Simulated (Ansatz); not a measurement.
In doubt: masses and optical values from hybrid runs of this build are listed as unsure (in some of the runs), which bears on the screening that GW takes from such a start.

System: SnO2 (Cassiterite).

It takes space group P4_2/mnm (No. 136, tetragonal). The conventional cell has a = 4.738 Å, b = 4.738 Å, c = 3.187 Å, α = 90.00°, β = 90.00°, γ = 90.00°. Sn has 6 O at 2.05 to 2.06 Å nearest. Nearest to O lie 3 Sn at 2.05 to 2.06 Å. Farther neighbours and most contacts between anions are not listed.

```xyz
6
Lattice="4.7380 0.0000 0.0000 0.0000 4.7380 0.0000 0.0000 0.0000 3.1865" Properties=species:S:1:pos:R:3 pbc="T T T"
Sn    0.0000    0.0000    0.0000
Sn    2.3690    2.3690    1.5933
O     1.4550    1.4550    0.0000
O     0.9140    3.8240    1.5933
O     3.2830    3.2830    0.0000
O     3.8240    0.9140    1.5933
```

The cell and positions come from the Crystallography Open Database and are kept as given unless a step says otherwise. PAW set soft_2, made with PBE.

Gaps computed with Ansatz 0.2.0 without a self-energy: HSE06 3.04 eV, r2SCAN 1.96 eV and PBE0 3.76 eV.

Estimate the G0W0@HSE06 gap with 4×4×4 mesh, 459 empty bands, screening to 200 eV, default PAW files.

About 3.74 eV: on its mesh the run moves the gap from 3.04 eV by +0.70 eV. Among the scalar-relativistic levels given, PBE0 is nearest (+0.02 eV). Bands and cutoff are finite, so the gap is not at the basis limit. The miss can reach some tenths of an eV and take either sign; the mesh is an error of its own. The 4×4×4 mesh is coarse for this cell (its supercell is 13 Å along the shortest edge). The RPA ε∞ on it, from the HSE06 start, is 3.34 and 3.71; such meshes misread the long-range screening, most where the gap is narrow. The many-body steps are scalar-relativistic: spin-orbit coupling is not in them.

[Paths, hosts, dates, memory and timing lines, banners, echoed tables and standing remarks are left out of the program output.]

[Logs are printed without paths, hosts, clocks, repeated set-up lines and the standing remarks that a program may print on its own settings, such as how far it seeks lower states.]

[Runs of the session that timed out or met a known fault of the program may be left out.]

[Cells called generated may have been cut or substituted from an entry of the Crystallography Open Database or the Materials Project.]

[Hosts, paths, dates, database ids (printed as entryN), source tags and the programs' standing remarks are cut or masked in the printed files.]
